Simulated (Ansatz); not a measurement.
# KTaO3 (Pm-3m): phonons against volume, part 2 of 4

Aim: how the vibrations of KTaO3 shift with volume, and the expansion that follows.

Ansatz 0.2.0; DFT LDA, scalar-relativistic, plane waves, PAW; PAW set soft_1.

So far. Step 2 (A first coarse run): The start is under -5.7 GPa at this level and looks like an insulator or semiconductor on this mesh. Step 4 (Tight relaxation): The residual pressure is -0.0016 GPa, small enough for phonons.

### 5. Lattice dynamics at this volume, V/V0 1

Phonons at this volume give one point of F(V, T); meshes stay fixed along the series.

File input.yaml:

```yaml
crystal:
  lattice:
    - [3.9513565341, 0.0, 0.0]
    - [0.0, 3.9513565341, 0.0]
    - [0.0, 0.0, 3.9513565341]
  atoms:
    - { symbol: K, position: [0.5, 0.5, 0.5] }
    - { symbol: Ta, position: [0.0, 0.0, 0.0] }
    - { symbol: O, position: [0.5, 0.0, 0.0] }
    - { symbol: O, position: [0.0, 0.5, 0.0] }
    - { symbol: O, position: [0.0, 0.0, 0.5] }
kpoints:
  mp_grid: { grid: [8, 8, 8] }
hamiltonian:
  xc: lda
  pseudopotentials: { kind: paw, azcp: { folder: soft_1 }, xc_functional: pbe }
scf:
  occupations: { method: fixed }
  lower_state_search: "off"
output:
  eigenvalues: true
phonons:
  method: dfpt
  dielectric: true
  rigid_motions: translations
  qmesh: [2, 2, 2]
  temperatures: { t_max: 1000, t_step: 50 }
  qpath:
    path:
      - [[0.0, 0.0, 0.0], [0.0, 0.5, 0.0], [0.5, 0.5, 0.0], [0.0, 0.0, 0.0], [0.5, 0.5, 0.5], [0.0, 0.5, 0.0]]
      - [[0.5, 0.5, 0.0], [0.5, 0.5, 0.5]]
    npoints: 10
```

Started as:

```bash
> ansatz run input.yaml --threads 18 --pin off --max-ram 92160MiB --backend cuda --events-out ev --progress --plain --runs-dir out --max-vram 78GiB
```

Numbers of over 12 decimals in the logs are rounded to 6 here.

The log of the run:

```text
[...]
Crystal: 5 atoms, lattice volume = 61.693 Å³
Basis set: ecut = 420 eV, 1213 PW (Γ), exchange–correlation on 54×54×54 points (8 copies of the dense FFT grid, shifted against one another)
Bands: 25, of which v1, the nominal top of the filled ones, is band 20 counted from 1 (19 counted from 0)
Symmetry: 48 space group operations
k-points: 170 of 512 (irreducible under 2 space group operations, time reversal used)
[...]
SCF iter   1: F=—  HF=-12852.324861 eV  |F-HF|=—  |Δ(HF+E_count)|=         —  Δρ=5.52e-2  dr2=1.63e0  ethr=3.10e-3  ⟨swp⟩=4.3  Hψ=18127  notcnv=0  defer=436
[...]
SCF iter   2: F=—  HF=-12851.950454 eV  |F-HF|=—  |Δ(HF+E_count)|=   3.74e-1  Δρ=2.83e-2  dr2=4.36e-1  ethr=3.10e-3  ⟨swp⟩=2.0  Hψ=7042  notcnv=0  defer=433
[...]
SCF iter   9: F=-12851.822828 eV  HF=-12851.822828 eV  |F-HF|=0.00e0  |Δ(HF+E_count)|=  3.71e-10  Δρ=2.37e-7  dr2=2.25e-11  ethr=1.00e-12  ⟨swp⟩=12.8  Hψ=27313  notcnv=0
SCF 1 converged in 9 iterations: F = -12851.822828 eV  dr2 = 2.25e-11
[...]
NSCF: frozen V_eff on 35 k-points, pencils in batches of 32, up to order 100
[...]
NSCF: frozen V_eff on 35 k-points
[...]
DFPT response loops at q = (0, 0, 0) (fractional): preconditioner auto → none (the input reference at scf.mixing.eps_inf says where Resta's filter doesn't serve); β = 0.50; Anderson in place of MSR1; while a model of the screening serves, it and β = 1 on shorter waves in the place of filter and β
[...]
DFPT response loops at Γ: preconditioner auto → none (the input reference at scf.mixing.eps_inf says where Resta's filter doesn't serve); β = 0.50; Broyden in place of MSR1
── the response to a field inside a basis, on 8×8×8 k-points: an SCF that follows is theirs, and a resumed run solves both again ──
[...]
Bands: 21, of which v1, the nominal top of the filled ones, is band 20 counted from 1 (19 counted from 0)
k-points: 20 of 512
[...]
Eigensolver: Dense (20 Hₖ)
SCF iter   1: F=—  HF=-12851.822571 eV  |F-HF|=—  |Δ(HF+E_count)|=         —  Δρ=4.55e-4  dr2=2.23e-5  ethr=1.00e-1
[...]
SCF 1 converged in 4 iterations: F = -12851.822563 eV  dr2 = 1.97e-8
[...]
SCF converged after 9 iterations
[...]
Γ frequencies (cm⁻¹): 0.00 0.00 0.00 102.45 102.45 102.45 181.29 181.29 181.29 247.70 247.70 247.70 555.59 555.59 555.59
  ε∞ (high-frequency dielectric tensor):
        5.433937     0.000000     0.000000
        0.000000     5.433937     0.000000
        0.000000     0.000000     5.433937
  ε⁰ (static dielectric tensor: ions relaxed, cell fixed):
      161.570242     0.000000     0.000000
        0.000000   161.570242    -0.000000
        0.000000    -0.000000   161.570242
  ε⁰ − ε∞ (ionic part):
      156.136305     0.000000     0.000000
        0.000000   156.136305    -0.000000
        0.000000    -0.000000   156.136305
  softest optical mode at Γ: 102.45 cm⁻¹; the repairs (sum rule, projections) moved no ω² at Γ by more than (1.08 cm⁻¹)²
  Born effective charges Z* (e; rows j = field, columns β = displacement):
    site 0:
         1.15161   -0.00000   -0.00000
        -0.00000    1.15161    0.00000
         0.00000    0.00000    1.15161
    site 1:
         8.71189    0.00000   -0.00000
        -0.00000    8.71189    0.00000
        -0.00000    0.00000    8.71189
    site 2:
        -6.49496   -0.00000    0.00000
        -0.00000   -1.68427    0.00000
         0.00000    0.00000   -1.68427
    site 3:
        -1.68427    0.00000   -0.00000
         0.00000   -6.49496    0.00000
         0.00000    0.00000   -1.68427
    site 4:
        -1.68427    0.00000   -0.00000
        -0.00000   -1.68427    0.00000
         0.00000    0.00000   -6.49496
  Z* charge neutrality: 2.049e-3 e pre-enforcement
  solved inside a basis spanned on kpoints, on 8×8×8 k-points, its susceptibility summed on 12×12×12: ε∞ is read to err by 1.5e-2, Z* by 3.9e-2 e (field_mesh: kpoints solves on kpoints); Z* is corrected for what the basis lacks
  optical modes at Γ without the LO–TO term, one row a degenerate level:
      ω (cm⁻¹)  modes    IR ((D/Å)²/amu)
        102.45      3           133.8046
        181.29      3            16.9795
        247.70      3             0.0000
        555.59      3            87.6301
  optical modes at Γ + LO–TO along q̂ = [1.0000, 0.0000, 0.0000]:
      ω (cm⁻¹)  modes    IR ((D/Å)²/amu)
        102.45      2            89.2030
        173.38      1             0.0295
        181.29      2            11.3197
        247.70      3             0.0000
        396.33      1             6.6528
        555.59      2            58.4201
        818.85      1            72.7891
  optical modes at Γ + LO–TO along q̂ = [0.0000, 1.0000, 0.0000]:
      ω (cm⁻¹)  modes    IR ((D/Å)²/amu)
        102.45      2            89.2030
        173.38      1             0.0295
        181.29      2            11.3197
        247.70      3             0.0000
        396.33      1             6.6528
        555.59      2            58.4201
        818.85      1            72.7891
  optical modes at Γ + LO–TO along q̂ = [0.0000, 0.0000, 1.0000]:
      ω (cm⁻¹)  modes    IR ((D/Å)²/amu)
        102.45      2            89.2030
        173.38      1             0.0295
        181.29      2            11.3197
        247.70      3             0.0000
        396.33      1             6.6528
        555.59      2            58.4201
        818.85      1            72.7891
--- Phonons (arbitrary-q DFPT): 4 irreducible q on the 2×2×2 mesh ---
  q = [0.0000, 0.0000, 0.0000] (star 1, of the zone-centre solve; hermiticity 2.04e-11, symmetrization 1.63e-13): -0.00 -0.00 0.00 102.45 102.45 102.45 181.29 181.29 181.29 247.70 247.70 247.70 555.59 555.59 555.59
  q = [0.0000, 0.0000, -0.5000] (star 3, 9 solved perturbations in 550 linear systems a pass and spin channel, the states on 75 of 512 k-point pairs; hermiticity 5.27e-12, symmetrization 4.56e-14): 66.17 66.17 163.20 163.20 187.18 187.18 191.14 214.63 274.28 325.88 325.88 416.06 532.08 532.08 867.53
[...]
sum rule: each row above includes the acoustic sum rule's correction from the zone centre's row sums; it moved no ω² by more than (1.08 cm⁻¹)²
  mesh force constants: q→R imaginary residual 7.47e-18; ASR residual 2.574e-4 → 0.000e0 eV/Å²; symmetrization residual 3.553e-14 eV/Å²
  interpolated dispersion: 63 rows × 15 modes
  density of states and harmonic sums: on the 16×16×16 q-mesh, interpolated from the force constants of a 2×2×2 supercell (with the dipole–dipole term)
  largest difference from the sums on the solved wave vectors: F 1.56e-2 eV, S 2.87e-5 and C_V 3.13e-5 eV/K
  zero-point energy: 0.295065 eV/cell   skipped modes (ω ≤ 0): 3   left out of the sums: 4.88e-5 of the cell's modes: C_V's classical limit lies that fraction below 3 k_B per atom; for a crystal, a wire or a layer, F and S can be off by more, and a phonons.interpolated_qmesh denser along its periods is the remedy for the sampling
```

Wall time 8.4 s (1 × NVIDIA GB200 with 18 threads of Arm Neoverse V2, shared host); peak memory 2 GiB.

This step gave:

| Property | Result |
| --- | --- |
| lowest frequency on the path | 0 cm⁻¹ |
| zero-point energy | 0.2951 eV/cell |
| point group | m-3m |
| highest frequency | 947.9 cm⁻¹ |
| Debye temperature from the second moment | 703 K |

LO-TO term included. The phonon branches at the labelled points (cm⁻¹):

```
    point  branch 1  branch 2  branch 3  branch 4  branch 12  branch 13  branch 14  branch 15
        Γ         0         0         0       102        396        556        556        819
  halfway        52        52       147       149        405        546        546        843
        X        66        66       163       163        416        532        532        868
  halfway        66       144       155       163        433        520        584        884
        M        66       143       154       154        440        502        614        915
  halfway        60       126       164       164        421        535        578        853
        Γ         0         0         0       102        396        556        556        819
  halfway       144       144       150       201        423        569        569        868
        R       133       133       133       178        423        580        580        948
  halfway       147       156       171       181        430        556        581        900
        X        66        66       163       163        416        532        532        868
jump to M        66       143       154       154        440        502        614        915
  halfway       138       166       166       171        432        551        597        927
        R       133       133       133       178        423        580        580        948
```

The phonon density of states has structure finer than the step of the table below, so its rows give means over 25 cm⁻¹, whole bins alone (the curve runs from 5 to 945 cm⁻¹). Peaks (cm⁻¹: height): 155.0: 0.109, 205.0: 0.0655, 425.0: 0.0441, 555.0: 0.0301, 875.0: 0.0140.

Tetrahedra on 16 16 16, mean over bins of 10 cm⁻¹. Table of phonon density of states by wavenumber; means over each step:

wavenumber (cm⁻¹), phonon density of states (1/cm⁻¹/cell) and a bar:
```
       25      0.001 
       50      0.006 ##
       75      0.017 #######
      100      0.013 ######
      125      0.018 ########
      150      0.069 ##############################
      175      0.068 #############################
      200      0.060 ##########################
      225      0.050 ######################
      250      0.033 ##############
      275      0.026 ###########
      300      0.022 #########
      325      0.019 ########
      350      0.016 #######
      375      0.012 #####
      400      0.014 ######
      425      0.032 ##############
      450      0.005 ##
      475      0.000 
      500      0.002 #
      525      0.015 ######
      550      0.028 ############
      575      0.022 ##########
      600      0.012 #####
      625      0.001 
      650      0.000 
      675      0.000 
      700      0.000 
      725      0.000 
      750      0.000 
      775      0.000 
      800      0.000 
      825      0.003 #
      850      0.008 ####
      875      0.013 ######
      900      0.010 #####
      925      0.005 ##
```

Harmonic. Thermo, by row:

```
T (K)  F_vib (meV/atom)  S (J/mol-atom/K)  C_V (J/mol-atom/K)
    0             59.01                 0                   0
   50             58.87             1.091               2.939
  100             57.31             5.222               9.494
  150             53.36             9.982               13.96
  200             47.02             14.42               16.85
  250              38.5              18.4                18.8
  300             28.02             21.96               20.16
  350              15.8             25.15               21.14
  400              2.01             28.02               21.87
  450            -13.19             30.63               22.41
  500            -29.69             33.01               22.82
  550            -47.37              35.2               23.15
  600            -66.15             37.23               23.41
  650            -85.93             39.11               23.61
  700            -106.7             40.87               23.78
  750            -128.3             42.51               23.92
  800            -150.7             44.06               24.04
  850            -173.9             45.52               24.14
  900            -197.9              46.9               24.22
  950            -222.5             48.21               24.29
 1000            -247.8             49.46               24.35
```

The modes has structure finer than the step of the table below, so its rows give means over 25 cm⁻¹, whole bins alone (the curve runs from -10 to 985 cm⁻¹). Peaks (cm⁻¹: height): K 158.9: 0.0701; O 208.9: 0.0368, 427.9: 0.0352, 546.7: 0.0292, 872.0: 0.0135; Ta 77.6: 0.0172, 108.9: 0.0131, 152.6: 0.0179, 215.2: 0.0165, 265.2: 0.0121, 421.6: 0.00294.

Phonopy on the run's constants, 15x15x15 mesh, Gaussian sigma 7.1 cm⁻¹. Table of modes by wavenumber; means over each step; values in 1/cm⁻¹/cell:

```
wavenumber (cm⁻¹)        K        O       Ta
               25   8.1e-5   5.9e-5   5.2e-4
               50   4.3e-4   2.1e-4  0.00581
               75   7.5e-4   2.3e-4   0.0150
              100  0.00157   5.1e-4   0.0107
              125  0.00468  0.00258   0.0111
              150   0.0414   0.0110   0.0151
              175   0.0448   0.0159  0.00877
              200   0.0158   0.0319   0.0111
              225  0.00695   0.0285   0.0148
              250  0.00176   0.0213  0.00975
              275   9.6e-4   0.0174  0.00818
              300   2.7e-4   0.0197  0.00216
              325   1.2e-4   0.0180  0.00113
              350   9.6e-5   0.0145  0.00112
              375   3.6e-5   0.0118   5.3e-4
              400   6.3e-5   0.0136   8.8e-4
              425   1.4e-4   0.0279  0.00238
              450   1.8e-5  0.00569   3.1e-4
              475        0   1.4e-5        0
              500        0  0.00197   5.7e-6
              525        0   0.0151   2.4e-5
              550        0   0.0275   2.7e-5
              575        0   0.0223   2.0e-5
              600        0   0.0120   1.4e-5
              625        0  0.00100   6.2e-7
              650        0   6.2e-7        0
              675        0        0        0
              700        0        0        0
              725        0        0        0
              750        0        0        0
              775        0        0        0
              800   6.0e-7   1.0e-4   5.5e-6
              825   1.5e-5  0.00292   1.4e-4
              850   2.9e-5  0.00794   1.9e-4
              875   2.4e-5   0.0125   1.2e-4
              900   5.7e-6   0.0102   5.5e-5
              925        0  0.00496   1.5e-5
              950        0   7.5e-4   6.8e-7
```

Born charge (rows field, columns displacement) (e), principal values of the symmetric part by kind of site:

```
atom  atoms with these values    low  middle   high   mean
  K1                        1   1.15    1.15   1.15   1.15
 Ta2                        1   8.71    8.71   8.71   8.71
  O3                        3  -6.50   -1.68  -1.68  -3.29
```

In full for O3:

```
-6.50  0.00  0.00
 0.00 -1.68  0.00
 0.00  0.00 -1.68
```

ε∞:

```
5.43 0.00 0.00
0.00 5.43 0.00
0.00 0.00 5.43
```

No LO-TO term. Modes at Γ, with each element's share of the kinetic energy:

```
mode  frequency (cm⁻¹)  symmetry  K %  Ta %  O %
   1               0.0       T1u   15    68   18
   2               0.0       T1u   15    68   18
   3               0.0       T1u   15    68   18
   4             102.5       T1u    4    27   69
   5             102.5       T1u    4    27   69
   6             102.5       T1u    4    27   69
   7             181.3       T1u   81     5   13
   8             181.3       T1u   81     5   13
   9             181.3       T1u   81     5   13
  10             247.7       T2u    0     0  100
  11             247.7       T2u    0     0  100
  12             247.7       T2u    0     0  100
  13             555.6       T1u    0     0  100
  14             555.6       T1u    0     0  100
  15             555.6       T1u    0     0  100
```

Displacements in mode 6 (102.5 cm⁻¹), the largest set to 1:
```
K1  -0.01  0.01 -0.25
Ta2  0.01 -0.01  0.30
O3  -0.03  0.04 -1.00
O4  -0.04  0.03 -1.00
O5  -0.04  0.04 -0.79
```

Displacements in mode 15 (555.6 cm⁻¹), the largest set to 1:
```
K1   0.00  0.00 -0.01
Ta2  0.00  0.00 -0.01
O3   0.00  0.14 -0.41
O4   0.00 -0.33 -0.41
O5   0.00  0.14  1.00
```

No mode is imaginary beyond numerical noise at the solved wavevectors.

### 6. Single point at a scaled cell, V/V0 1.015

Symmetry fixes every atom, so a single point at the scaled cell gives the energy and pressure of this member.

The cell differs from the one that the last finished run ended in (a 3.951 → 3.971 Å, b 3.951 → 3.971 Å, c 3.951 → 3.971 Å).

input.yaml, the sections that differ from step 5:

```yaml
crystal:
  lattice:
    - [3.9710153479, 0.0, 0.0]
    - [0.0, 3.9710153479, 0.0]
    - [0.0, 0.0, 3.9710153479]
  atoms:
    - { symbol: K, position: [0.5, 0.5, 0.5] }
    - { symbol: Ta, position: [0.0, 0.0, 0.0] }
    - { symbol: O, position: [0.5, 0.0, 0.0] }
    - { symbol: O, position: [0.0, 0.5, 0.0] }
    - { symbol: O, position: [0.0, 0.0, 0.5] }
output:
  forces: true
  stress: true
  eigenvalues: true
# kpoints, hamiltonian, scf: as in step 5
# phonons: removed
```

The log of the run:

```text
[...]
GPU FFT provider: cuFFT
GPU libraries: cuBLAS 13.8.1, cuFFT 12.4.0, cuSOLVER 12.3.2
[...]
Crystal: 5 atoms, lattice volume = 62.619 Å³
Basis set: ecut = 420 eV, 1237 PW (Γ)
Bands: 25, of which v1, the nominal top of the filled ones, is band 20 counted from 1 (19 counted from 0)
Symmetry: 48 space group operations
[...]
k-points: 35 of 512
[...]
GPU buffer pool allocated for 19683 grid points (all kernels)
[...]
SCF iter   1: F=—  HF=-12852.330262 eV  |F-HF|=—  |Δ(HF+E_count)|=         —  Δρ=5.48e-2  dr2=1.66e0  ethr=3.10e-3  ⟨swp⟩=4.4  Hψ=3735  notcnv=0  defer=84
[...]
SCF iter   8: F=-12851.813266 eV  HF=-12851.813266 eV  |F-HF|=4.00e-11  |Δ(HF+E_count)|=   2.96e-8  Δρ=2.02e-6  dr2=1.53e-9  ethr=2.50e-10  ⟨swp⟩=9.9  Hψ=4166  notcnv=0
SCF 1 converged in 8 iterations: F = -12851.813266 eV  dr2 = 1.53e-9
[...]
SCF converged after 8 iterations
Free energy (F): -12851.813266 eV
[...]
Internal energy: -12851.813266 eV  (E = F + TS)
E sigma→0 (E₀):  -12851.813266 eV
Fermi energy:    8.516861 eV
[...]
--- Stress (GPa, compression-positive) ---
       -3.156544       0.000000       0.000000
        0.000000      -3.156544       0.000000
        0.000000       0.000000      -3.156544
  P = ⅓ Tr σ = -3.1565 GPa (-31.565 kbar)
--- Band table (eV; the first three rows and the last of 35) ---
  k-point 0: bands = [... 16 lower, 7.4205, 7.8934, 7.8934, 7.8934, 10.6240, 10.6240, 10.6240, 14.9974, ... 1 higher]
  k-point 1: bands = [... 16 lower, 7.3415, 7.4336, 7.8090, 7.8090, 10.6479, 11.1279, 11.1279, 15.2775, ... 1 higher]
  k-point 2: bands = [... 16 lower, 6.8022, 7.1613, 7.7280, 7.7280, 10.7071, 12.1728, 12.1728, 15.5214, ... 1 higher]
  k-point 34: bands = [... 16 lower, 4.5434, 8.5169, 8.5169, 8.5169, 15.0685, 15.0685, 15.0685, 17.2863, ... 1 higher]
```

Elapsed: 1 s, on 1 × NVIDIA GB200 with 18 threads; peak memory 1 GiB.

This step gave:

```
pressure          : -3.157 GPa
gap on the k-mesh : 2.107 eV
volume per atom   : 12.52 Å³/atom
```

At this level the gap is 2.11 eV on the k-mesh of the self-consistent run, which can miss the band edges.

(Part 2 of 4 ends here.)

[Logs are printed without paths, hosts, clocks, repeated set-up lines and the standing remarks that a program may print on its own settings, such as how far it seeks lower states.]

[Hosts, paths, dates, database ids (printed as entryN), source tags and the programs' standing remarks are cut or masked in the printed files.]

[A step with changed settings may run another functional than the one named; its input shows which.]


